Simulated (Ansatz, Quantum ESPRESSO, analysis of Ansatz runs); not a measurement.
# Li5AuO4 (C2/m), nudged elastic band: V_Li hop (2.4 Å) (q = −1), part 3 of 5

Aim: the barrier of one jump in Li5AuO4 (C2/m) at charge −1: V_Li hop (2.4 Å). The model is a cell of 80 host atoms with 1 Li taken out; Li is the atom that moves.

Ansatz 0.2.0; plane-wave PAW DFT, PBEsol; nudged elastic band between two relaxed defect structures at fixed charge in a uniform background.

So far: Starting point; Relaxation of the start point, charge −1; Relaxation of the end point, charge −1.

## (4) Nudged elastic band, charge −1

5 movable images are laid between the ends on a pair-potential path, which keeps atoms from colliding in the first guess. Each image feels the true force across the path and a spring force along it. The highest image is set to climb to the top of the path.

This step: plane-wave PAW DFT, PBEsol; nudged elastic band between two relaxed defect structures at fixed charge in a uniform background.

qm1.neb/input.yaml

```yaml
crystal:
  lattice:
    - [9.40268524, 0.0, -0.02548652]
    - [0.0, 9.40405317, 0.0]
    - [-2.07562506, 0.0, 9.16358709]
  atoms:
    - { symbol: Li, position: [-0.00030405, 0.79046413, 0.24878761] }
    - { symbol: Li, position: [0.25496834, 0.29063313, 0.25220991] }
    - { symbol: Li, position: [0.00014528, 0.27798544, -0.00061603] }
    - { symbol: Li, position: [0.24901432, 0.78196485, -0.00026047] }
    - { symbol: Li, position: [-3.0e-07, 0.7144499, -0.00067467] }
    - { symbol: Li, position: [0.25212825, 0.21694592, 0.00210287] }
    - { symbol: Li, position: [0.00374362, 0.20583323, 0.25077538] }
    - { symbol: Li, position: [0.24923568, 0.70669946, 0.24938469] }
    - { symbol: Li, position: [0.00010615, -0.0034169, -0.00066626] }
    - { symbol: Li, position: [0.25072944, 0.49969151, -0.00039387] }
    - { symbol: Au, position: [0.00107894, 0.4983996, 0.24900731] }
    - { symbol: Au, position: [0.24914636, -0.00306845, 0.24794788] }
    - { symbol: O, position: [0.12471978, 0.84893596, 0.12292674] }
    - { symbol: O, position: [0.37991456, 0.35420859, 0.12438527] }
    - { symbol: O, position: [0.12351486, 0.3512697, 0.37333692] }
    - { symbol: O, position: [0.37093544, 0.85090068, 0.37445466] }
    - { symbol: O, position: [0.12877111, 0.14540421, 0.12343544] }
    - { symbol: O, position: [0.37503907, 0.64962769, 0.12346101] }
    - { symbol: O, position: [0.1217464, 0.64616155, 0.37522065] }
    - { symbol: O, position: [0.37099386, 0.14225937, 0.37006134] }
    - { symbol: Li, position: [0.00049282, 0.79050789, 0.75004188] }
    - { symbol: Li, position: [0.24489864, 0.29082304, 0.75371413] }
    - { symbol: Li, position: [0.00023207, 0.28051372, 0.49940799] }
    - { symbol: Li, position: [0.25006651, 0.7829808, 0.49999005] }
    - { symbol: Li, position: [5.527e-05, 0.71714192, 0.4994231] }
    - { symbol: Li, position: [0.26796309, 0.22580877, 0.50303573] }
    - { symbol: Li, position: [-0.00354982, 0.20583859, 0.74790009] }
    - { symbol: Li, position: [0.25041069, 0.70784493, 0.74990313] }
    - { symbol: Li, position: [7.183e-05, 0.00106772, 0.49936763] }
    - { symbol: Li, position: [0.25081848, 0.49981655, 0.50254686] }
    - { symbol: Au, position: [-0.00090571, 0.49842605, 0.74974304] }
    - { symbol: Au, position: [0.24993, -0.00022013, 0.74945134] }
    - { symbol: O, position: [0.12687845, 0.85239196, 0.62467553] }
    - { symbol: O, position: [0.36296855, 0.36272498, 0.63746434] }
    - { symbol: O, position: [0.11924944, 0.35093786, 0.87646965] }
    - { symbol: O, position: [0.3718353, 0.85266878, 0.87521698] }
    - { symbol: O, position: [0.12907215, 0.14701934, 0.62403599] }
    - { symbol: O, position: [0.37798286, 0.65182076, 0.62600784] }
    - { symbol: O, position: [0.12286797, 0.64552545, 0.87373918] }
    - { symbol: O, position: [0.37210045, 0.14664057, 0.8741382] }
    - { symbol: Li, position: [0.49865708, 0.79403626, 0.24881536] }
    - { symbol: Li, position: [0.75531859, 0.29081316, 0.24494121] }
    - { symbol: Li, position: [0.50020851, 0.28084279, -0.00058994] }
    - { symbol: Li, position: [0.75121498, 0.78195239, -0.00077843] }
    - { symbol: Li, position: [0.50005775, 0.71753223, -0.00065989] }
    - { symbol: Li, position: [0.7480159, 0.21682712, -0.00354423] }
    - { symbol: Li, position: [0.50519473, 0.21692951, 0.2630192] }
    - { symbol: Li, position: [0.7497147, 0.70785971, 0.24894452] }
    - { symbol: Li, position: [0.50014477, 0.00119447, -0.00062536] }
    - { symbol: Li, position: [0.74949367, 0.49968185, -0.00094647] }
    - { symbol: Au, position: [0.50357763, 0.50358484, 0.24597682] }
    - { symbol: Au, position: [0.75026162, -0.0002069, 0.2493778] }
    - { symbol: O, position: [0.62831414, 0.85270051, 0.12356828] }
    - { symbol: O, position: [0.88089092, 0.35097072, 0.12206318] }
    - { symbol: O, position: [0.6371464, 0.36267721, 0.36114922] }
    - { symbol: O, position: [0.87323718, 0.85237241, 0.37412757] }
    - { symbol: O, position: [0.62821622, 0.14667247, 0.12461564] }
    - { symbol: O, position: [0.87734901, 0.64557551, 0.12515805] }
    - { symbol: O, position: [0.62217116, 0.65175464, 0.37291658] }
    - { symbol: O, position: [0.87112403, 0.1470432, 0.37481274] }
    - { symbol: Li, position: [0.50147701, 0.79402615, 0.7499631] }
    - { symbol: Li, position: [0.74526195, 0.29061403, 0.74638249] }
    - { symbol: Li, position: [0.75014978, 0.78297968, 0.49887062] }
    - { symbol: Li, position: [0.49998943, 0.71924564, 0.49937429] }
    - { symbol: Li, position: [0.73229828, 0.22576073, 0.49553725] }
    - { symbol: Li, position: [0.49495049, 0.21681544, 0.73566945] }
    - { symbol: Li, position: [0.75085233, 0.70669473, 0.74940873] }
    - { symbol: Li, position: [0.50014096, 0.00867593, 0.49935047] }
    - { symbol: Li, position: [0.74937829, 0.49972388, 0.49614279] }
    - { symbol: Au, position: [0.49659361, 0.50354467, 0.75274767] }
    - { symbol: Au, position: [0.75101929, -0.00305897, 0.75075553] }
    - { symbol: O, position: [0.62908959, 0.85097587, 0.62425307] }
    - { symbol: O, position: [0.87667418, 0.35138471, 0.62521436] }
    - { symbol: O, position: [0.62026539, 0.35407101, 0.87411431] }
    - { symbol: O, position: [0.87531137, 0.84891852, 0.87578215] }
    - { symbol: O, position: [0.62930809, 0.14231216, 0.62858827] }
    - { symbol: O, position: [0.87844278, 0.64621953, 0.62368692] }
    - { symbol: O, position: [0.6252016, 0.64953002, 0.87534566] }
    - { symbol: O, position: [0.8715638, 0.14533138, 0.87526754] }
total_charge: -1
basis:
  ecutwfc: 420
  xc_grid: 2
hamiltonian:
  xc: pbesol
kpoints:
  mp_grid: { grid: [1, 1, 1], shift: [0.25, 0.25, 0.25] }
scf:
  occupations: { method: fixed }
  max_iter: 150
output:
  forces: true
neb:
  images: 5
  f_tol: 0.04
  climbing: true
  initial_path: idpp
  max_iterations: 45
  order_check: false
  final_atoms:
    - { symbol: Li, position: [-0.0008535, 0.79187919, 0.24908278] }
    - { symbol: Li, position: [0.25517565, 0.28174949, 0.26278816] }
[... 12 atom lines left out ...]
    - { symbol: O, position: [0.12069864, 0.35626355, 0.36981401] }
[... 4 atom lines left out ...]
    - { symbol: O, position: [0.3872402, 0.1358466, 0.36079986] }
[... 1 atom line left out ...]
    - { symbol: Li, position: [0.24487017, 0.28175828, 0.73528306] }
[... 3 atom lines left out ...]
    - { symbol: Li, position: [0.48228868, 0.27267395, 0.49536984] }
[... 3 atom lines left out ...]
    - { symbol: Li, position: [0.25001652, 0.49009101, 0.4990611] }
[... 3 atom lines left out ...]
    - { symbol: O, position: [0.37932829, 0.35633087, 0.62826446] }
[... 2 atom lines left out ...]
    - { symbol: O, position: [0.11289905, 0.1359186, 0.6372275] }
[... 9 atom lines left out ...]
    - { symbol: Li, position: [0.50535165, 0.20782821, 0.24470018] }
[... 18 atom lines left out ...]
    - { symbol: Li, position: [0.49529195, 0.20811445, 0.74619861] }
[... 1 atom line left out ...]
    - { symbol: Li, position: [0.49916175, -0.00125115, 0.49594816] }
[... 7 atom lines left out ...]
    - { symbol: O, position: [0.62652952, 0.14704416, 0.62495446] }
[... 2 atom lines left out ...]
    - { symbol: O, position: [0.86919509, 0.14742329, 0.87630025] }
```

On the command line:

```console
ansatz run input.yaml --threads 4 --pin off --max-ram 15073MiB --backend cpu --events-out ev --progress --plain --runs-dir out
```

Numbers of over 12 decimals in the logs are rounded to 6 here.

What it wrote:

```text
[...]
Warning: neb: disabling space-group detection — the band's intermediate images generally break the endpoint symmetry, so the full k-mesh is solved, and no spatial operation symmetrises the density, except that a semilocal band can use its path's symmetry [...]
[...]
parallel-image band execution: 4 concurrent image workers
NEB image 0
Crystal: 79 atoms, lattice volume = 809.778 Å³
Basis set: ecut = 420 eV, 15817 PW (Γ), exchange–correlation on 128×128×128 points (8 copies of the dense FFT grid, shifted against one another)
Bands: 310, of which v1, the nominal top of the filled ones, is band 231 counted from 1 (230 counted from 0)
Symmetry: 1 space group operations
k-points: 1
[...]
SCF iter   1: F=—  HF=-129955.971192 eV  |F-HF|=—  |Δ(HF+E_count)|=         —  Δρ=1.68e-2  dr2=1.82e0  ethr=1.77e-3  ⟨swp⟩=5.0  Hψ=920  notcnv=0  defer=71
[...]
SCF iter  11: F=-129955.438623 eV  HF=-129955.438623 eV  |F-HF|=4.15e-9  |Δ(HF+E_count)|=   1.74e-8  Δρ=1.39e-6  dr2=1.65e-8  ethr=2.16e-11  ⟨swp⟩=2.0  Hψ=780  notcnv=0
SCF 1 converged in 11 iterations: F = -129955.438623 eV  dr2 = 1.65e-8
[...]
NSCF: frozen V_eff on 1 k-points
NEB image 6
SCF iter   1: F=—  HF=-129955.971412 eV  |F-HF|=—  |Δ(HF+E_count)|=         —  Δρ=1.68e-2  dr2=1.82e0  ethr=1.77e-3  ⟨swp⟩=5.0  Hψ=920  notcnv=0  defer=72
[...]
SCF iter  11: F=-129955.438791 eV  HF=-129955.438791 eV  |F-HF|=4.09e-9  |Δ(HF+E_count)|=   1.76e-8  Δρ=1.38e-6  dr2=1.63e-8  ethr=2.16e-11  ⟨swp⟩=2.0  Hψ=780  notcnv=0
SCF 2 converged in 11 iterations: F = -129955.438791 eV  dr2 = 1.63e-8
[...]
NEB end point (image 0): max|allowed force component| = 1.602e-2 eV/Å (the criterion of neb.relax_end_points is 1.000e-2)
NEB end point (image 6): max|allowed force component| = 1.139e-2 eV/Å (the criterion of neb.relax_end_points is 1.000e-2)
NEB image 1
SCF iter   1: F=—  HF=-129955.807690 eV  |F-HF|=—  |Δ(HF+E_count)|=         —  Δρ=1.68e-2  dr2=1.82e0  ethr=1.77e-3  ⟨swp⟩=5.0  Hψ=919  notcnv=0  defer=74
[...]
SCF iter  11: F=-129955.275323 eV  HF=-129955.275323 eV  |F-HF|=5.98e-9  |Δ(HF+E_count)|=   6.77e-9  Δρ=1.93e-6  dr2=2.95e-8  ethr=2.16e-11  ⟨swp⟩=3.0  Hψ=776  notcnv=0
SCF 3 converged in 11 iterations: F = -129955.275323 eV  dr2 = 2.95e-8
NEB image 2
SCF iter   1: F=—  HF=-129955.521191 eV  |F-HF|=—  |Δ(HF+E_count)|=         —  Δρ=1.68e-2  dr2=1.82e0  ethr=1.77e-3  ⟨swp⟩=5.0  Hψ=919  notcnv=0  defer=73
[...]
SCF iter  11: F=-129954.989057 eV  HF=-129954.989057 eV  |F-HF|=2.47e-9  |Δ(HF+E_count)|=   2.10e-9  Δρ=1.77e-6  dr2=2.51e-8  ethr=2.16e-11  ⟨swp⟩=3.0  Hψ=773  notcnv=0
SCF 4 converged in 11 iterations: F = -129954.989057 eV  dr2 = 2.51e-8
NEB image 3
SCF iter   1: F=—  HF=-129955.380179 eV  |F-HF|=—  |Δ(HF+E_count)|=         —  Δρ=1.68e-2  dr2=1.82e0  ethr=1.77e-3  ⟨swp⟩=5.0  Hψ=919  notcnv=0  defer=74
[...]
SCF iter  11: F=-129954.848202 eV  HF=-129954.848202 eV  |F-HF|=7.28e-9  |Δ(HF+E_count)|=   2.44e-9  Δρ=1.85e-6  dr2=2.77e-8  ethr=2.16e-11  ⟨swp⟩=3.0  Hψ=772  notcnv=0
SCF 5 converged in 11 iterations: F = -129954.848202 eV  dr2 = 2.77e-8
NEB image 4
SCF iter   1: F=—  HF=-129955.501441 eV  |F-HF|=—  |Δ(HF+E_count)|=         —  Δρ=1.68e-2  dr2=1.82e0  ethr=1.77e-3  ⟨swp⟩=5.0  Hψ=919  notcnv=0  defer=74
[...]
SCF iter  11: F=-129954.968686 eV  HF=-129954.968686 eV  |F-HF|=3.25e-9  |Δ(HF+E_count)|=   1.06e-9  Δρ=1.81e-6  dr2=2.68e-8  ethr=2.16e-11  ⟨swp⟩=3.0  Hψ=773  notcnv=0
SCF 6 converged in 11 iterations: F = -129954.968686 eV  dr2 = 2.68e-8
NEB image 5
SCF iter   1: F=—  HF=-129955.789168 eV  |F-HF|=—  |Δ(HF+E_count)|=         —  Δρ=1.68e-2  dr2=1.82e0  ethr=1.77e-3  ⟨swp⟩=5.0  Hψ=916  notcnv=0  defer=74
[...]
SCF iter  11: F=-129955.256262 eV  HF=-129955.256262 eV  |F-HF|=1.09e-8  |Δ(HF+E_count)|=   1.35e-8  Δρ=1.98e-6  dr2=3.16e-8  ethr=2.16e-11  ⟨swp⟩=3.0  Hψ=772  notcnv=0
SCF 7 converged in 11 iterations: F = -129955.256262 eV  dr2 = 3.16e-8
NEB iter   1: max|band force component| = 1.152e0 eV/Å  barrier→ = 0.5904 eV  barrier← = 0.5906 eV  Δτ_max = 0.0735 Å  (77 SCF iters)
NEB image 1
[...]
SCF iter   8: F=-129955.326264 eV  HF=-129955.326264 eV  |F-HF|=3.98e-8  |Δ(HF+E_count)|=   1.70e-8  Δρ=3.05e-6  dr2=9.02e-8  ethr=2.16e-11  ⟨swp⟩=2.0  Hψ=917  notcnv=0
SCF 8 converged in 8 iterations: F = -129955.326264 eV  dr2 = 9.02e-8
NEB image 2
[...]
SCF iter   9: F=-129955.120546 eV  HF=-129955.120546 eV  |F-HF|=1.21e-8  |Δ(HF+E_count)|=   1.21e-7  Δρ=2.44e-6  dr2=5.24e-8  ethr=2.16e-11  ⟨swp⟩=3.0  Hψ=776  notcnv=0
SCF 9 converged in 9 iterations: F = -129955.120546 eV  dr2 = 5.24e-8
NEB image 3
[...]
SCF iter   9: F=-129955.007661 eV  HF=-129955.007661 eV  |F-HF|=1.67e-8  |Δ(HF+E_count)|=   1.64e-7  Δρ=2.79e-6  dr2=6.76e-8  ethr=2.16e-11  ⟨swp⟩=4.0  Hψ=777  notcnv=0
SCF 10 converged in 9 iterations: F = -129955.007661 eV  dr2 = 6.76e-8
NEB image 4
[...]
SCF iter   9: F=-129955.100202 eV  HF=-129955.100202 eV  |F-HF|=2.09e-8  |Δ(HF+E_count)|=   1.47e-7  Δρ=2.51e-6  dr2=5.46e-8  ethr=2.16e-11  ⟨swp⟩=3.0  Hψ=776  notcnv=0
SCF 11 converged in 9 iterations: F = -129955.100202 eV  dr2 = 5.46e-8
NEB image 5
[...]
SCF iter   9: F=-129955.314365 eV  HF=-129955.314365 eV  |F-HF|=1.09e-8  |Δ(HF+E_count)|=   7.06e-8  Δρ=1.71e-6  dr2=2.53e-8  ethr=2.16e-11  ⟨swp⟩=3.0  Hψ=776  notcnv=0
SCF 12 converged in 9 iterations: F = -129955.314365 eV  dr2 = 2.53e-8
NEB iter   2: max|band force component| = 3.689e-1 eV/Å  barrier→ = 0.4310 eV  barrier← = 0.4311 eV  CI = image 3  Δτ_max = 0.0646 Å  (44 SCF iters)
NEB image 1
[...]
SCF iter   8: F=-129955.339395 eV  HF=-129955.339395 eV  |F-HF|=2.32e-8  |Δ(HF+E_count)|=   2.02e-8  Δρ=2.59e-6  dr2=6.42e-8  ethr=2.16e-11  ⟨swp⟩=2.0  Hψ=917  notcnv=0
SCF 13 converged in 8 iterations: F = -129955.339395 eV  dr2 = 6.42e-8
NEB image 2
[...]
SCF iter   9: F=-129955.153042 eV  HF=-129955.153042 eV  |F-HF|=4.22e-10  |Δ(HF+E_count)|=   7.82e-8  Δρ=2.11e-6  dr2=3.79e-8  ethr=2.16e-11  ⟨swp⟩=3.0  Hψ=776  notcnv=0
SCF 14 converged in 9 iterations: F = -129955.153042 eV  dr2 = 3.79e-8
NEB image 3
[...]
SCF iter   9: F=-129955.053986 eV  HF=-129955.053986 eV  |F-HF|=5.59e-9  |Δ(HF+E_count)|=   1.15e-7  Δρ=2.40e-6  dr2=4.91e-8  ethr=2.16e-11  ⟨swp⟩=3.0  Hψ=775  notcnv=0
[...]
SCF 27 converged in 8 iterations: F = -129955.346225 eV  dr2 = 1.50e-8
NEB image 1
[...]
NEB image 2
[...]
NEB image 4
[...]
NEB image 5
[...]
NEB image 3
[...]
the band table was solved once a step of the walk had ended and its energy, with any forces and stress, was formed, with the checks that follow a solve (1316 applications of the Hamiltonian). They found nothing against the state; [...]
NEB iter   5: max|band force component| = 3.767e-2 eV/Å  barrier→ = 0.3776 eV  barrier← = 0.3777 eV  CI = image 3  Δτ_max = 0.0000 Å  (40 SCF iters)
SCF converged after 8 iterations
Free energy (F): -129955.061048 eV
[...]
Internal energy: -129955.061048 eV  (E = F + TS)
E sigma→0 (E₀):  -129955.061048 eV
Fermi energy:    5.280353 eV
[...]
--- Forces (eV/Å), atoms counted from 1 ---
  atom   1  Li    -0.00127463    -0.00203803     0.00120761
  atom   2  Li     0.00413288     0.00484969     0.01569212
  [... 12 atoms left out ...]
  atom  15  O     -0.01831406    -0.00409807    -0.00055917
  [... 4 atoms left out ...]
  atom  20  O     -0.01119068    -0.01795273    -0.02254827
  [... 5 atoms left out ...]
  atom  26  Li     0.00441594    -0.01882303     0.02127382
  [... 3 atoms left out ...]
  atom  30  Li     0.00221035    -0.00988693     0.00025532
  [... 3 atoms left out ...]
  atom  34  O      0.00819635     0.02148952     0.00616894
  [... 12 atoms left out ...]
  atom  47  Li    -0.00009781     0.00513377    -0.00504135
  [... 18 atoms left out ...]
  atom  66  Li     0.00275026    -0.00154951     0.00184351
  [... 1 atom left out ...]
  atom  68  Li     0.00083064    -0.00264800     0.00201643
  [... 7 atoms left out ...]
  atom  76  O      0.00038640    -0.00152073    -0.00547242
  [... 3 atoms left out ...]
  max |Σ_I F_I| component: 5.06e-5 eV/Å
--- Band table (eV) ---
[...]
this run last wrote the band of iteration 5 to <dir>
--- NEB band (7 images, 5 band iterations, 244 SCF iterations) ---
  forward barrier  = 0.377575 eV
  backward barrier = 0.377743 eV
  climbing image's point = of an order that was not read
  energies are F+E_penalty+E_count in eV, relative to image 0
  image     s (Å)  Δ vs image 0  max|band force component| (eV/Å)
      0    0.0000      0.000000                                 —
      1    0.4120      0.094864                          1.246e-2
      2    0.8239      0.277634                          1.367e-2
  *   3    1.2359      0.377575                          2.240e-2
      4    1.6294      0.278459                          3.767e-2
      5    2.0230      0.092399                          2.363e-2
      6    2.4166     -0.000167                                 —
  climbing-image geometry (image 3):
  cell:  # Å, volume = 809.7776 Å³
    - [9.40268524, 0.0, -0.02548652]
    - [0.0, 9.40405317, 0.0]
    - [-2.07562506, 0.0, 9.16358709]
  atoms:
    - { symbol: Li, position: [-0.000883, 0.789729, 0.250361] }
    - { symbol: Li, position: [0.252112, 0.283782, 0.242790] }
    - { symbol: Li, position: [5.078021595661075e-5, 0.277856, -0.001042] }
    - { symbol: Li, position: [0.248812, 0.780469, -0.000230] }
    - { symbol: Li, position: [-0.001656, 0.714117, -0.000770] }
    - { symbol: Li, position: [0.250371, 0.216252, -0.002870] }
    - { symbol: Li, position: [0.007946, 0.204920, 0.252093] }
    - { symbol: Li, position: [0.248669, 0.703272, 0.249454] }
    - { symbol: Li, position: [-0.001993, -0.003115, -0.002776] }
    - { symbol: Li, position: [0.249832, 0.498661, -0.002556] }
    - { symbol: Au, position: [0.004719, 0.498667, 0.249256] }
    - { symbol: Au, position: [0.251185, -0.007499, 0.242406] }
    - { symbol: O, position: [0.121778, 0.846427, 0.123034] }
    - { symbol: O, position: [0.379310, 0.353836, 0.121209] }
    - { symbol: O, position: [0.132236, 0.352700, 0.370337] }
    - { symbol: O, position: [0.370747, 0.847152, 0.372072] }
    - { symbol: O, position: [0.129158, 0.141635, 0.119485] }
    - { symbol: O, position: [0.375646, 0.648187, 0.122519] }
    - { symbol: O, position: [0.122219, 0.646635, 0.377407] }
    - { symbol: O, position: [0.384548, 0.134447, 0.353647] }
    - { symbol: Li, position: [-4.708687194243666e-5, 0.790633, 0.749900] }
    - { symbol: Li, position: [0.239431, 0.283386, 0.746466] }
    - { symbol: Li, position: [0.016063, 0.273983, 0.502078] }
    - { symbol: Li, position: [0.250383, 0.783104, 0.500341] }
    - { symbol: Li, position: [-0.000221, 0.717388, 0.500466] }
    - { symbol: Li, position: [0.374870, 0.256593, 0.493731] }
    - { symbol: Li, position: [-0.009256, 0.206503, 0.750044] }
    - { symbol: Li, position: [0.250937, 0.707018, 0.751134] }
    - { symbol: Li, position: [-0.000320, 0.000226, 0.503255] }
    - { symbol: Li, position: [0.245461, 0.500663, 0.506574] }
    - { symbol: Au, position: [-0.001823, 0.498256, 0.749077] }
    - { symbol: Au, position: [0.247810, -0.003708, 0.752999] }
    - { symbol: O, position: [0.127435, 0.848957, 0.626302] }
    - { symbol: O, position: [0.365441, 0.364642, 0.644694] }
    - { symbol: O, position: [0.118304, 0.351040, 0.875644] }
    - { symbol: O, position: [0.374507, 0.850165, 0.876602] }
    - { symbol: O, position: [0.116404, 0.138544, 0.636228] }
    - { symbol: O, position: [0.379058, 0.651588, 0.627322] }
    - { symbol: O, position: [0.121157, 0.645384, 0.874098] }
    - { symbol: O, position: [0.371290, 0.144318, 0.876078] }
    - { symbol: Li, position: [0.498951, 0.791682, 0.248235] }
    - { symbol: Li, position: [0.759111, 0.292063, 0.248385] }
    - { symbol: Li, position: [0.499702, 0.281426, -0.000672] }
    - { symbol: Li, position: [0.751672, 0.784157, 0.000119] }
    - { symbol: Li, position: [0.501200, 0.717951, -0.000555] }
    - { symbol: Li, position: [0.750057, 0.220174, -0.001080] }
    - { symbol: Li, position: [0.510606, 0.214114, 0.250895] }
    - { symbol: Li, position: [0.749698, 0.707543, 0.249443] }
    - { symbol: Li, position: [0.500573, -0.000366, 0.000581] }
    - { symbol: Li, position: [0.752232, 0.501235, 0.001477] }
    - { symbol: Au, position: [0.501904, 0.501678, 0.245720] }
    - { symbol: Au, position: [0.752038, 0.000189, 0.249271] }
    - { symbol: O, position: [0.628769, 0.852848, 0.125046] }
    - { symbol: O, position: [0.884418, 0.350799, 0.123665] }
    - { symbol: O, position: [0.632339, 0.358862, 0.363004] }
    - { symbol: O, position: [0.872411, 0.852335, 0.375415] }
    - { symbol: O, position: [0.632152, 0.147366, 0.122377] }
    - { symbol: O, position: [0.876649, 0.645591, 0.126627] }
    - { symbol: O, position: [0.621905, 0.648969, 0.372974] }
    - { symbol: O, position: [0.873967, 0.147195, 0.374415] }
    - { symbol: Li, position: [0.501479, 0.795115, 0.749902] }
    - { symbol: Li, position: [0.742490, 0.293046, 0.745855] }
    - { symbol: Li, position: [0.749662, 0.781361, 0.498675] }
    - { symbol: Li, position: [0.499408, 0.716152, 0.498944] }
    - { symbol: Li, position: [0.735590, 0.223657, 0.496079] }
    - { symbol: Li, position: [0.496382, 0.214043, 0.750891] }
    - { symbol: Li, position: [0.750757, 0.708606, 0.748917] }
    - { symbol: Li, position: [0.503061, 0.000639, 0.493650] }
    - { symbol: Li, position: [0.749772, 0.497953, 0.495732] }
    - { symbol: Au, position: [0.499147, 0.506029, 0.756496] }
    - { symbol: Au, position: [0.746122, -0.000637, 0.749545] }
    - { symbol: O, position: [0.627579, 0.851674, 0.621997] }
    - { symbol: O, position: [0.876769, 0.351421, 0.623399] }
    - { symbol: O, position: [0.621414, 0.356281, 0.877959] }
    - { symbol: O, position: [0.873242, 0.852251, 0.873182] }
    - { symbol: O, position: [0.620726, 0.145584, 0.627680] }
    - { symbol: O, position: [0.877101, 0.646084, 0.623537] }
    - { symbol: O, position: [0.628434, 0.651785, 0.876512] }
    - { symbol: O, position: [0.866370, 0.147296, 0.874946] }
```

The job ended after 8.9 min (4 threads of Arm Neoverse V1, shared host; peak memory 5 GiB).

The column dr2 measures how far the density is from self-consistency, as an energy; F and HF (Harris–Foulkes) agree once it is small.

(Part 3 of 5 ends here.)

[Logs are printed without paths, hosts, clocks, repeated set-up lines and the standing remarks that a program may print on its own settings, such as how far it seeks lower states.]

[Hosts, paths, dates, database ids (printed as entryN), source tags and the programs' standing remarks are cut or masked in the printed files.]
